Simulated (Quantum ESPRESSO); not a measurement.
# MgS (F-43m): third-order response, part 2 of 3

Wanted: vibrational spectra of MgS (F-43m) from linear and non-linear response.

Quantum ESPRESSO 8.0 development, patched; DFT LDA, scalar-relativistic, plane waves, PseudoDojo norm-conserving pseudopotentials.

So far. Step 2 (A first look): A gap of 3.2 eV opens on this mesh, so the crystal is taken as an insulator; the start stands at -2.1 GPa. Step 4 (Ground state): The cell stands at -0.018 GPa, close enough for phonons. The relaxed cell has a = 5.596 Å (conventional setting).

### 5. Zone-centre response

At q = 0 one unit cell holds all displacements; symmetry groups them into irreducible representations that are solved one by one. The response to a field gives ε∞ and the Born charges, which polar modes need. Third-order response adds the Raman tensors.

The input, ph.in:

```
phonons
&inputph
   prefix = 'x'
   outdir = './tmp'
   fildyn = 'g.dyn'
   tr2_ph = 1.0d-18
   epsil = .true.
   lraman = .true.
   elop = .true.
/
0.000000000000 0.000000000000 0.000000000000
```

Run with:

```console
$ OMP_NUM_THREADS=1 mpirun -n 4 ph.x -nk 4 -in ph.in > ph.out
```

Output:

```text
[banners, grids, parts of the stress and lines that vanish by symmetry left out]
[banner, memory and clock lines left out]
Program PHONON v.8.0dev

     Dynamical matrices for q-points given in input
     (   1q-points):
       N         xq(1)         xq(2)         xq(3)
       1   0.000000000   0.000000000   0.000000000

     ./tmp/x.save/

     IMPORTANT: XC functional enforced from input :
     Exchange-correlation= PW
                           (   1   4   0   0   0   0   0)
     Any further DFT definition will be discarded
     Please, verify this is what you really want

     G-vector sticks info

     Reading collected, re-writing distributed wavefunctions in ./tmp/

     Number and degeneracy of irreps per q-point
       N         xq(1)         xq(2)         xq(3)   N irreps
       1   0.000000000   0.000000000   0.000000000       2
        3   3

     Calculation of q =    0.0000000   0.0000000   0.0000000

     phonons

     bravais-lattice index     =            2
     lattice parameter (alat)  =      10.5758  a.u.
     unit-cell volume          =     295.7213 (a.u.)^3
     number of atoms/cell      =            2
     number of atomic types    =            2
     kinetic-energy cut-off    =      84.0000  Ry
     charge density cut-off    =     336.0000  Ry
     convergence threshold     =      1.0E-18
     beta                      =       0.7000
     number of iterations used =            4
     Exchange-correlation= PW
                           (   1   4   0   0   0   0   0)

     celldm(1)=   10.57582  celldm(2)=    0.00000  celldm(3)=    0.00000
     celldm(4)=    0.00000  celldm(5)=    0.00000  celldm(6)=    0.00000

     crystal axes: (cart. coord. in units of alat)
               a(1) = ( -0.5000  0.0000  0.5000 )
               a(2) = (  0.0000  0.5000  0.5000 )
               a(3) = ( -0.5000  0.5000  0.0000 )

     reciprocal axes: (cart. coord. in units 2 pi/alat)
               b(1) = ( -1.0000 -1.0000  1.0000 )
               b(2) = (  1.0000  1.0000  1.0000 )
               b(3) = ( -1.0000  1.0000 -1.0000 )

     Atoms inside the unit cell:

     Cartesian axes

     site n.  atom      mass           positions (alat units)
        1  Mg     24.3050   tau(    1) = (    0.00000    0.00000    0.00000  )
        2  S      32.0600   tau(    2) = (   -0.75000    0.75000    0.75000  )

     Computing dynamical matrix for
                    q = (   0.0000000   0.0000000   0.0000000 )

     25 Sym.Ops. (with q -> -q+G )

     G cutoff =  951.9364  (  30731 G-vectors)     FFT grid: ( 45, 45, 45)
     number of k points=    29
                       cart. coord. in units 2pi/alat
        k(    1) = (   0.0000000   0.0000000   0.0000000), wk =   0.0039062
        k(    2) = (  -0.1250000   0.1250000  -0.1250000), wk =   0.0312500
        k(    3) = (  -0.2500000   0.2500000  -0.2500000), wk =   0.0312500
        [... further k-points left out ...]

     PseudoPot. # 1 for Mg read from file:
     ./pseudo/Mg.upf
     Pseudo is Norm-conserving, Zval = 10.0

     PseudoPot. # 2 for S  read from file:
     ./pseudo/S.upf
     Pseudo is Norm-conserving + core correction, Zval =  6.0

     Mode symmetry, T_d (-43m)  point group:

     Electric field:
     Dielectric constant
     Born effective charges as d Force / d E
     Raman tensor
     Electro-optic tensor

     Atomic displacements:
     There are    2 irreducible representations

     Representation     1      3 modes -  To be done

     Representation     2      3 modes -  To be done

     Alpha used in Ewald sum =   2.8000

     Electric Fields Calculation

     The passes end when |ddv_scf|^2 is under  6.1E-20 (on this mesh; tr2_ph alone asks  1.0E-18)

      iter #   1   av.it.:   6.8
      thresh= 1.000E-02 alpha_mix =  0.700 |ddv_scf|^2 =  8.542E-08

      [... iterations left out ...]
      iter #   8   av.it.:  12.8
      thresh= 2.552E-11 alpha_mix =  0.700 |ddv_scf|^2 =  5.131E-21

     End of electric fields calculation

          Dielectric constant in cartesian axis

          (       4.209418748      -0.000000000       0.000000000 )
          (       0.000000000       4.209418748      -0.000000000 )
          (      -0.000000000      -0.000000000       4.209418748 )

          Effective charges (d Force / dE) in cartesian axis without acoustic sum rule applied (asr)

           atom    1  Mg    Mean Z*:        1.87417
      Ex  (        1.87417        0.00000        0.00000 )
      Ey  (       -0.00000        1.87417        0.00000 )
      Ez  (        0.00000        0.00000        1.87417 )
           atom    2  S     Mean Z*:       -1.87595
      Ex  (       -1.87595        0.00000        0.00000 )
      Ey  (        0.00000       -1.87595        0.00000 )
      Ez  (        0.00000        0.00000       -1.87595 )

          Effective charges Sum: Mean:       -0.00177
             -0.00177        0.00000        0.00000
              0.00000       -0.00177        0.00000
              0.00000        0.00000       -0.00177

          Effective charges (d Force / dE) in cartesian axis with asr applied:
           atom    1  Mg    Mean Z*:        1.87506
      E*x (        1.87506       -0.00000       -0.00000 )
      E*y (       -0.00000        1.87506        0.00000 )
      E*z (       -0.00000        0.00000        1.87506 )
           atom    2  S     Mean Z*:       -1.87506
      E*x (       -1.87506        0.00000        0.00000 )
      E*y (        0.00000       -1.87506       -0.00000 )
      E*z (        0.00000       -0.00000       -1.87506 )

     Calling punch_plot_e
     Writing on file  drho

     Computing Pc [DH,Drho] |psi>

     Derivative coefficient:  0.001000    Threshold: 1.00E-12
     Message from routine dhdrhopsi:
     some bands at k + dk did not converge to eth_ns: the Raman tensors may be inaccurate, compare with a run at another eth_ns or dek
     Non-scf  u_k: avg # of iterations = 13.3
     Non-scf Du_k: avg # of iterations = 29.1

          Dielectric constant from finite-differences

          (       4.209482639       0.000000000       0.000000000 )
          (       0.000000000       4.209482639       0.000000000 )
          (       0.000000000       0.000000000       4.209482639 )

              Electro-optic tensor is defined as
            the derivative of the dielectric tensor
              with respect to one electric field
                 units are Rydberg a.u.

            to obtain the static chi^2 multiply by 1/2

            to convert to pm/Volt multiply per 2.7502

          Electro-optic tensor in cartesian axis:

          (       0.000000000       0.000000000      -0.000000000 )
          (       0.000000000       0.000000000       3.122981389 )
          (       0.000000000       3.122981389      -0.000000000 )

          (       0.000000000       0.000000000       3.122981389 )
          (      -0.000000000      -0.000000000      -0.000000000 )
          (       3.122981389       0.000000000      -0.000000000 )

          (      -0.000000000       3.122981389      -0.000000000 )
          (       3.122981389      -0.000000000       0.000000000 )
          (       0.000000000       0.000000000       0.000000000 )

          Electro-optic tensor: contribution #   1

          (      -0.000000000      -0.000000000       0.000000000 )
          (      -0.000000000      -0.000000000       3.096425418 )
          (      -0.000000000       3.096425418       0.000000000 )

          (      -0.000000000      -0.000000000       3.096425418 )
          (      -0.000000000       0.000000000      -0.000000000 )
          (       3.096425418      -0.000000000       0.000000000 )

          (      -0.000000000       3.096425418       0.000000000 )
          (       3.096425418      -0.000000000       0.000000000 )
          (       0.000000000       0.000000000      -0.000000000 )

          Electro-optic tensor: contribution #   2

          (      -0.000000000       0.000000000      -0.000000000 )
          (       0.000000000       0.000000000       0.026555970 )
          (       0.000000000       0.026555970       0.000000000 )

          (       0.000000000       0.000000000       0.026555970 )
          (       0.000000000       0.000000000      -0.000000000 )
          (       0.026555970      -0.000000000       0.000000000 )

          (       0.000000000       0.026555970      -0.000000000 )
          (       0.026555970       0.000000000       0.000000000 )
          (       0.000000000      -0.000000000      -0.000000000 )

     Computing Second order response

      iter #   1   av.it.:   9.6
      thresh= 1.000E-02 alpha_mix =  0.700 |ddv_scf|^2 =  1.878E-07

      [... iterations left out ...]
      iter #  11   av.it.:  14.3
      thresh= 1.659E-11 alpha_mix =  0.700 |ddv_scf|^2 =  4.192E-22

          Raman tensor (au^-1) in cartesian axis

           atom      1
          (       0.000000000       0.000000000      -0.000000000 )
          (      -0.000000000      -0.000000000      -0.193848033 )
          (       0.000000000      -0.193848033      -0.000000000 )

          (      -0.000000000      -0.000000000      -0.193848033 )
          (      -0.000000000      -0.000000000       0.000000000 )
          (      -0.193848033       0.000000000      -0.000000000 )

          (       0.000000000      -0.193848033       0.000000000 )
          (      -0.193848033       0.000000000       0.000000000 )
          (       0.000000000      -0.000000000       0.000000000 )

           atom      2
          (       0.000000000       0.000000000      -0.000000000 )
          (       0.000000000       0.000000000       0.194075138 )
          (      -0.000000000       0.194075138      -0.000000000 )

          (       0.000000000      -0.000000000       0.194075138 )
          (      -0.000000000      -0.000000000       0.000000000 )
          (       0.194075138      -0.000000000      -0.000000000 )

          (       0.000000000       0.194075138       0.000000000 )
          (       0.194075138      -0.000000000       0.000000000 )
          (       0.000000000      -0.000000000       0.000000000 )

     Raman tensor (A^2)

     atom #    1    pol.  1
      0.243873147373E-15      0.121936573686E-15     -0.304841434216E-15
     -0.609682868432E-16     -0.670651155276E-15     -0.127742792763E+01
      0.518230438168E-15     -0.127742792763E+01     -0.213389003951E-15
     atom #    1    pol.  2
     -0.975492589492E-15     -0.103646087634E-14     -0.127742792763E+01
     -0.487746294746E-15     -0.792587728962E-15      0.609682868432E-15
[...]
atom #    1    pol.  3
[...]
atom #    2    pol.  1
[...]
atom #    2    pol.  2
[...]
atom #    2    pol.  3
[...]
0.152420717108E-16     -0.152420717108E-16      0.198146932241E-15

     Representation #   1 modes #   1   2   3

     Self-consistent Calculation

     The passes end when |ddv_scf|^2 is under  6.1E-20 (on this mesh; tr2_ph alone asks  1.0E-18)

      iter #   1   av.it.:   6.9
      thresh= 1.000E-02 alpha_mix =  0.700 |ddv_scf|^2 =  1.249E-07

      [... iterations left out ...]
      iter #   7   av.it.:  13.8
      thresh= 5.391E-10 alpha_mix =  0.700 |ddv_scf|^2 =  5.418E-20

     End of self-consistent calculation

     Convergence has been achieved

     Representation #   2 modes #   4   5   6

     Self-consistent Calculation

     The passes end when |ddv_scf|^2 is under  6.1E-20 (on this mesh; tr2_ph alone asks  1.0E-18)

      iter #   1   av.it.:   8.9
      thresh= 1.000E-02 alpha_mix =  0.700 |ddv_scf|^2 =  1.328E-06

      [... iterations left out ...]
      iter #   9   av.it.:  14.0
      thresh= 4.531E-11 alpha_mix =  0.700 |ddv_scf|^2 =  9.127E-22

     End of self-consistent calculation

     Convergence has been achieved

     Number of q in the star =    1
     List of q in the star:
          1   0.000000000   0.000000000   0.000000000

          Dielectric constant in cartesian axis

          (       4.209418748      -0.000000000       0.000000000 )
          (       0.000000000       4.209418748      -0.000000000 )
          (      -0.000000000      -0.000000000       4.209418748 )

          Effective charges (d Force / dE) in cartesian axis without acoustic sum rule applied (asr)

           atom    1  Mg    Mean Z*:        1.87417
      Ex  (        1.87417        0.00000        0.00000 )
      Ey  (       -0.00000        1.87417        0.00000 )
      Ez  (        0.00000        0.00000        1.87417 )
           atom    2  S     Mean Z*:       -1.87595
      Ex  (       -1.87595        0.00000        0.00000 )
      Ey  (        0.00000       -1.87595        0.00000 )
      Ez  (        0.00000        0.00000       -1.87595 )

          Effective charges Sum: Mean:       -0.00177
             -0.00177        0.00000        0.00000
              0.00000       -0.00177        0.00000
              0.00000        0.00000       -0.00177

          Effective charges (d Force / dE) in cartesian axis with asr applied:
           atom    1  Mg    Mean Z*:        1.87506
      E*x (        1.87506       -0.00000       -0.00000 )
      E*y (       -0.00000        1.87506        0.00000 )
      E*z (       -0.00000        0.00000        1.87506 )
           atom    2  S     Mean Z*:       -1.87506
      E*x (       -1.87506        0.00000        0.00000 )
      E*y (        0.00000       -1.87506       -0.00000 )
      E*z (        0.00000       -0.00000       -1.87506 )

     Diagonalizing the dynamical matrix

     q = (    0.000000000   0.000000000   0.000000000 )

 **************************************************************************
     freq (    1) =       0.116566 [THz] =       3.888225 [cm-1]
     freq (    2) =       0.116566 [THz] =       3.888225 [cm-1]
     freq (    3) =       0.116566 [THz] =       3.888225 [cm-1]
     freq (    4) =      10.291939 [THz] =     343.302120 [cm-1]
     freq (    5) =      10.291939 [THz] =     343.302120 [cm-1]
     freq (    6) =      10.291939 [THz] =     343.302120 [cm-1]
 **************************************************************************

     Mode symmetry, T_d (-43m)  point group:

     freq (   1-   3) =          3.9  [cm-1]   --> T_2  G_15 P_4   I+R
     freq (   4-   6) =        343.3  [cm-1]   --> T_2  G_15 P_4   I+R
```

It took 7.2 min on 4 MPI ranks of Arm Neoverse V1, shared host; 29 min of CPU time.

This step gave:

* miss of the charge sum rule: 0.001780 e
* largest acoustic frequency at the zone centre before the sum rule: 3.89 cm⁻¹
* highest optical zone-centre mode (no LO-TO term): 343.3 cm⁻¹
* lowest optical zone-centre mode: 343.3 cm⁻¹
* mean high-frequency dielectric constant: 4.209
* largest Born charge in size (third of the trace): 1.876 e

Born charge (rows field, columns displacement), before the sum rule (e), principal values of the symmetric part by kind of site:

| atom | atoms with these values | low | middle | high | mean |
| --- | --- | --- | --- | --- | --- |
| Mg1 | 1 | 1.87 | 1.87 | 1.87 | 1.87 |
| S2 | 1 | -1.88 | -1.88 | -1.88 | -1.88 |

In full for Mg1:

```
1.87 0.00 0.00
0.00 1.87 0.00
0.00 0.00 1.87
```

High-frequency dielectric tensor:

```
4.21 0.00 0.00
0.00 4.21 0.00
0.00 0.00 4.21
```

The acoustic modes at Γ come out as far as 3.9 cm⁻¹ from zero, where they should vanish, a small numerical error; the Born charges miss their sum rule by 0.0018 e, which is good.

### 6. Zone-centre analysis

A rigid shift of the crystal must cost nothing, but grids and finite bases break this; the acoustic sum rule is imposed before the matrix is diagonalised again. With Born charges the intensities follow, and the static dielectric tensor.

The input, dynmat.in:

```
&input
   fildyn = 'g.dyn'
   asr = 'simple'
   fileig = 'dynmat.eig'
   lperm = .true.
/
```

Run with:

```console
$ dynmat.x -in dynmat.in > dynmat.out
```

Output:

```text
[banner, memory and clock lines left out]
Program DYNMAT v.8.0dev

     Reading Dynamical Matrix from file g.dyn
     ...Force constants read
     ...epsilon and Z* read
     ...Raman cross sections read
     A direction for q was not specified:TO-LO splitting will be absent

     Polarizability (A^3 units)
     multiply by 0.483137 for Clausius-Mossotti correction (not under assume_isolated = 'mt')
        11.191867    0.000000   -0.000000
        -0.000000   11.191867   -0.000000
         0.000000   -0.000000   11.191867

     IR activities are in (D/A)^2/amu units
     Raman activities are in A^4/amu units
     multiply Raman by 0.054486 for Clausius-Mossotti correction (not under assume_isolated = 'mt')

# mode   [cm-1]    [THz]      IR          Raman   depol.fact
    1     -0.00   -0.0000    0.0000         0.0000    0.7500
    2     -0.00   -0.0000    0.0000         0.0000    0.7500
    3     -0.00   -0.0000    0.0000         0.0000    0.7500
    4    343.27   10.2911    5.8675         2.4813    0.7500
    5    343.27   10.2911    5.8675         2.4813    0.7500
    6    343.27   10.2911    5.8675         2.4813    0.7500

Electronic dielectric permittivity tensor (relative, adimensional)
         4.209419    0.000000   -0.000000
        -0.000000    4.209419   -0.000000
         0.000000   -0.000000    4.209419

 ... with zone-center polar mode contributions
         6.632888    0.000000    0.000000
         0.000000    6.632888    0.000000
         0.000000    0.000000    6.632888
```

Wall time 0.45 s (1 thread).

This step gave:

```
mean static dielectric constant : 6.633
```

(Part 2 of 3 ends here.)

[Host names and launcher messages were left out of these logs when they were recorded.]

[Logs are printed without paths, hosts, clocks, repeated set-up lines and the standing remarks that a program may print on its own settings, such as how far it seeks lower states.]

[Hosts, paths, dates, database ids (printed as entryN), source tags and the programs' standing remarks are cut or masked in the printed files.]
